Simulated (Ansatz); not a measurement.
# La on Ni(111): change of the work function

Wanted: Δφ(θ) for La/Ni(111), starting from the fcc site.

Program: Ansatz 0.2.0. Level of theory: plane-wave DFT, PBE, Ansatz PAW. Values are calculated unless marked as measured.

This is a report of a sequence of runs, with the program logs left out and the cost of each run kept.

## Step 1: Set-up

The cell holds 4 atoms: 4 Ni. Its edges and angles: a = 2.489 Å, b = 2.489 Å, c = 24.097 Å, α = 90.0°, β = 90.0°, γ = 60.0°. Vacuum lies along c.

As a file:

```cif
data_structure
_symmetry_space_group_name_H-M 'P 1'
_symmetry_Int_Tables_number 1
_cell_length_a 2.4890
_cell_length_b 2.4890
_cell_length_c 24.0968
_cell_angle_alpha 90.000
_cell_angle_beta 90.000
_cell_angle_gamma 60.000
_cell_volume 129.28
loop_
_atom_site_label
_atom_site_type_symbol
_atom_site_fract_x
_atom_site_fract_y
_atom_site_fract_z
_atom_site_occupancy
Ni1 Ni 0.00000 0.00000 0.37349 1
Ni2 Ni 0.33333 0.33333 0.45783 1
Ni3 Ni 0.66667 0.66667 0.54217 1
Ni4 Ni 0.00000 0.00000 0.62651 1
```

## Step 2: The clean slab

The bare slab comes first, as the zero from which every change is counted. The two lowest layers are held at bulk places and the upper ones relax. The dipole correction removes the false field that a one-sided slab makes across the periodic vacuum, so each face gets a flat vacuum level of its own.

input.yaml

```yaml
crystal:
  lattice:
    - [2.4890158698, 0.0, 0.0]
    - [1.2445079349, 2.1555509736, 0.0]
    - [0.0, 0.0, 24.0968188426]
  atoms:
    - { symbol: Ni, position: [0.0, 0.0, 0.3734932839], spin: 0.7 }
    - { symbol: Ni, position: [0.3333333333, 0.3333333333, 0.4578310946], spin: 0.7 }
    - { symbol: Ni, position: [0.6666666667, 0.6666666667, 0.5421689054], spin: 0.7 }
    - { symbol: Ni, position: [0.0, 0.0, 0.6265067161], spin: 0.7 }
magnetization:
  spin_polarized: true
kpoints:
  mp_grid: { grid: [12, 12, 1] }
hamiltonian:
  xc: pbe
scf:
  occupations: { method: fermi_dirac, width: 0.1 }
  convergence: { dr2_threshold: 1.0e-08 }
efield:
  axis: 3
  dipole_correction: true
  ramp_position: 0.97
  ramp_width: 0.06
relax:
  f_tol: 0.02
  max_steps: 60
  constraints: [{ sites: [0, 1] }]
output:
  write_potential: true
  write_density: true
  volumetric_format: npy
```

Run with:

```sh
ansatz run input.yaml --threads 4 --pin off --max-ram 16384MiB --backend cpu --events-out ev --progress --plain --runs-dir out
```

Run time: 30 s. Hardware: 4 threads of Arm Neoverse V1, shared host; peak memory 0.53 GiB; 1.9 min of CPU time.

Relaxation path:

| step | energy less that of the first step (eV) | largest force component (eV/Å) |
| --- | --- | --- |
| 1 | 0.0000 | 0.1468 |
| 2 | -0.0014 | 0.0868 |
| 3 | -0.0021 | 0.0025 |

Forces are held to the 6 operations that the program found; a distortion that breaks them can't arise in this run.

The atoms that moved most (Å):

| atom | dx | dy | dz | length |
| --- | --- | --- | --- | --- |
| Ni4 | 0.000 | 0.000 | -0.034 | 0.034 |
| Ni3 | 0.000 | 0.000 | -0.007 | 0.007 |

The relaxed structure:

```xyz
4
Lattice="2.4890 0.0000 0.0000 1.2445 2.1556 0.0000 0.0000 0.0000 24.0968" Properties=species:S:1:pos:R:3
Ni    0.0000    0.0000    9.0000
Ni    1.2445    0.7185   11.0323
Ni    2.4890    1.4370   13.0578
Ni    0.0000    0.0000   15.0630
```

This step gave:

```
energy at zero smearing   : -23357.5774 eV
total moment              : 2.660 μB
site moments              : 0.6971, 0.7155, 0.7170, 0.7006 μB
work function, upper face : 5.072 eV
dipole along the normal   : 3.00e-4 e·Å
```

Running mean over 2.032 Å of the planar mean; the ramp of the sawtooth is left out. Electron's electrostatic potential energy less the Fermi level against z:

z (Å), electron's electrostatic potential energy less the Fermi level (eV) and a bar from the least value:
```
      3.0        5.1 ##############################
      3.5        5.1 ##############################
      4.0        5.1 ##############################
      4.5        5.1 ##############################
      5.0        5.1 ##############################
      5.5        5.1 ##############################
      6.0        5.0 ##############################
      6.5        4.9 ##############################
      7.0        4.4 #############################
      7.5        2.2 #########################
      8.0       -3.2 ##############
      8.5       -8.4 ####
      9.0      -10.0 #
      9.5      -10.3 #
     10.0      -10.3 #
     10.5      -10.4 #
     11.0      -10.4 
     11.5      -10.4 
     12.0      -10.5 
     12.5      -10.5 
     13.0      -10.4 
     13.5      -10.5 
     14.0      -10.6 
     14.5      -10.5 
     15.0      -10.2 #
     15.5       -8.8 ####
     16.0       -4.0 #############
     16.5        1.7 ########################
     17.0        4.3 ############################
     17.5        4.9 ##############################
     18.0        5.0 ##############################
     18.5        5.1 ##############################
     19.0        5.1 ##############################
     19.5        5.1 ##############################
     20.0        5.1 ##############################
     20.5        5.1 ##############################
     21.0        5.1 ##############################
```

Site moment by atom:

| atom | site moment (μB) |
| --- | --- |
| Ni1 | 0.697 |
| Ni2 | 0.716 |
| Ni3 | 0.717 |
| Ni4 | 0.701 |

The relaxation took 3 steps and lowered the energy by 0.0021 eV; the largest force on the free atoms ends at 0.0025 eV/Å.

The work function of the upper face is 5.07 eV.

## Step 3: Adsorbate added, k-mesh 4×4×1, coverage 0.111 ML

System of this step: La/Ni(111). The cell holds 37 atoms: 36 Ni and 1 La. Cell: a = 7.467 Å, b = 7.467 Å, c = 27.155 Å, α = 90.0°, β = 90.0°, γ = 60.0°. Vacuum lies along c.

The clean slab as it ended is repeated in the plane and the adsorbate is set on one face; the cell's size fixes the coverage, and the k-mesh shrinks with it to keep the sampling density about even. Adsorbate and upper layers relax, since the dipole depends on the height.

input.yaml

```yaml
crystal:
  lattice:
    - [7.4670476093, 0.0, 0.0]
    - [3.7335238046, 6.4666529209, 0.0]
    - [0.0, 0.0, 27.1546097803]
  atoms:
    - { symbol: Ni, position: [0.0, 0.0, 0.3314354385], spin: 0.7 }
    - { symbol: Ni, position: [0.1111111111, 0.1111111111, 0.4062762468], spin: 0.72 }
    - { symbol: Ni, position: [0.2222222222, 0.2222222222, 0.4808681612], spin: 0.72 }
    - { symbol: Ni, position: [0.0, 0.0, 0.5547112021], spin: 0.7 }
    - { symbol: Ni, position: [0.0, 0.3333333333, 0.3314354385], spin: 0.7 }
    - { symbol: Ni, position: [0.1111111111, 0.4444444444, 0.4062762468], spin: 0.72 }
    - { symbol: Ni, position: [0.2222222222, 0.5555555556, 0.4808681612], spin: 0.72 }
    - { symbol: Ni, position: [0.0, 0.3333333333, 0.5547112021], spin: 0.7 }
[... 25 atom lines left out ...]
    - { symbol: Ni, position: [0.7777777778, 0.7777777778, 0.4062762468], spin: 0.72 }
    - { symbol: Ni, position: [0.8888888889, 0.8888888889, 0.4808681612], spin: 0.72 }
    - { symbol: Ni, position: [0.6666666667, 0.6666666667, 0.5547112021], spin: 0.7 }
    - { symbol: La, position: [0.1111111111, 0.1111111111, 0.6685645615] }
magnetization:
  spin_polarized: true
kpoints:
  mp_grid: { grid: [4, 4, 1] }
hamiltonian:
  xc: pbe
scf:
  occupations: { method: fermi_dirac, width: 0.1 }
  convergence: { dr2_threshold: 1.0e-08 }
efield:
  axis: 3
  dipole_correction: true
  ramp_position: 0.97
  ramp_width: 0.06
relax:
  f_tol: 0.02
  max_steps: 60
  constraints:
    - { sites: [0, 1, 4, 5, 8, 9, 12, 13, 16, 17, 20, 21, 24, 25, 28, 29, 32, 33] }
output:
  write_potential: true
  write_density: true
  volumetric_format: npy
```

The job ended after 77 min (4 threads; peak memory 10 GiB; 5 h of CPU time).

Step by step:

| step | energy less that of the first step (eV) | largest force component (eV/Å) |
| --- | --- | --- |
| 1 | 0.0000 | 3.0046 |
| 2 | -0.6736 | 3.2810 |
| 3 | -1.3998 | 3.3042 |
| 4 | -2.0653 | 2.8014 |
| 5 | -2.5147 | 1.4063 |
| 6 | -2.6327 | 0.6506 |
| 7 | -2.7176 | 0.2019 |
| 8 | -2.6947 | 0.7140 |
| 9 | -2.7210 | 0.0172 |

Relaxation step 8 was tried and not accepted.

Forces are held to the 6 operations that the program found; a distortion that breaks them can't arise in this run.

The atoms that moved most (Å):

| atom | dx | dy | dz | length |
| --- | --- | --- | --- | --- |
| La37 | 0.000 | 0.000 | -1.043 | 1.043 |
| Ni32 | -0.003 | 0.002 | 0.044 | 0.044 |
| Ni24 | 0.000 | -0.003 | 0.044 | 0.044 |
| Ni20 | 0.003 | 0.002 | 0.044 | 0.044 |
| Ni12 | -0.002 | 0.001 | 0.038 | 0.038 |
| Ni36 | 0.002 | 0.001 | 0.038 | 0.038 |
| Ni28 | 0.000 | -0.002 | 0.038 | 0.038 |
| Ni16 | 0.027 | -0.016 | -0.001 | 0.032 |

Final coordinates:

```xyz
37
Lattice="7.4670 0.0000 0.0000 3.7335 6.4667 0.0000 0.0000 0.0000 27.1546" Properties=species:S:1:pos:R:3
Ni    0.0000    0.0000    9.0000
Ni    1.2445    0.7185   11.0323
Ni    2.4926    1.4391   13.0463
Ni   -0.0273   -0.0158   15.0615
Ni    1.2445    2.1556    9.0000
Ni    2.4890    2.8741   11.0323
Ni    3.7320    3.5935   13.0793
Ni    1.2445    2.1871   15.0615
Ni    2.4890    4.3111    9.0000
Ni    3.7335    5.0296   11.0323
Ni    4.9780    5.7439   13.0463
Ni    2.4869    4.3124   15.1008
Ni    2.4890    0.0000    9.0000
Ni    3.7335    0.7185   11.0323
Ni    4.9780    1.4352   13.0793
Ni    2.5163   -0.0158   15.0615
Ni    3.7335    2.1556    9.0000
Ni    4.9780    2.8741   11.0323
Ni    6.2241    3.5935   13.0793
Ni    3.7361    2.1571   15.1067
Ni    4.9780    4.3111    9.0000
Ni    6.2225    5.0296   11.0323
Ni    7.4805    5.7403   13.0479
Ni    4.9780    4.3081   15.1067
Ni    4.9780    0.0000    9.0000
Ni    6.2225    0.7185   11.0323
Ni    7.4634    1.4391   13.0463
Ni    4.9780   -0.0025   15.1008
Ni    6.2225    2.1556    9.0000
Ni    7.4670    2.8741   11.0323
Ni    8.7116    3.6082   13.0479
Ni    6.2199    2.1571   15.1067
Ni    7.4670    4.3111    9.0000
Ni    8.7116    5.0296   11.0323
Ni    9.9426    5.7403   13.0479
Ni    7.4692    4.3124   15.1008
La    1.2445    0.7185   17.1115
```

Read from the output:

```
energy at zero smearing        : -216470.3705 eV
total moment                   : 21.54 μB
work function, upper face      : 2.404 eV
work function, lower face      : 5.075 eV
dipole along the normal        : 0.7127 e·Å
step between the vacuum levels : -2.671 eV
```

Running mean over 2.032 Å of the planar mean; the ramp of the sawtooth is left out. The electron's electrostatic potential energy less the Fermi level by z:

z (Å), electron's electrostatic potential energy less the Fermi level (eV) and a bar from the least value:
```
        4        5.1 ##############################
        5        5.1 ##############################
        6        5.0 ##############################
        7        4.4 #############################
        8       -3.2 ##############
        9      -10.0 #
       10      -10.3 
       11      -10.4 
       12      -10.5 
       13      -10.4 
       14      -10.3 
       15      -10.2 
       16       -5.9 #########
       17        0.2 #####################
       18        0.9 ######################
       19        2.1 ########################
       20        2.4 #########################
       21        2.4 #########################
       22        2.4 #########################
       23        2.4 #########################
       24        2.4 #########################
```

Site moment by element, in μB:

| element | atoms | mean | spread (r.m.s.) | least | largest |
| --- | --- | --- | --- | --- | --- |
| Ni | 36 | 0.643 | 0.123 | 0.259 | 0.729 |
| La | 1 | -0.054 | 0.000 | -0.054 | -0.054 |

The atoms farthest from the mean of their element:

| atom | x, y, z (Å) | site moment (μB) |
| --- | --- | --- |
| Ni8 | 1.24, 2.19, 15.06 | 0.259 |
| Ni4 | -0.03, -0.02, 15.06 | 0.259 |
| Ni16 | 2.52, -0.02, 15.06 | 0.259 |
| Ni34 | 8.71, 5.03, 11.03 | 0.729 |
| Ni18 | 4.98, 2.87, 11.03 | 0.715 |
| Ni2 | 1.24, 0.72, 11.03 | 0.712 |
| Ni22 | 6.22, 5.03, 11.03 | 0.711 |
| Ni6 | 2.49, 2.87, 11.03 | 0.711 |

The relaxation took 9 steps and lowered the energy by 2.7 eV; the largest force on the free atoms ends at 0.017 eV/Å.

The covered face has 2.40 eV, -2.67 eV against the clean one; the bare back face has moved by -0.01 eV, a measure of how thin the slab is.

(Part 1 of 2 ends here.)

[Long decimals in the printed logs are rounded to 6 places.]

[Logs are printed without paths, hosts, clocks, repeated set-up lines and the standing remarks that a program may print on its own settings, such as how far it seeks lower states.]

[Hosts, paths, dates, database ids (printed as entryN), source tags and the programs' standing remarks are cut or masked in the printed files.]

[Maps of the electrostatic potential energy from Ansatz leave out the sawtooth potential of an applied field or a dipole correction, so their vacuum need not be flat; planar profiles and work functions include it.]
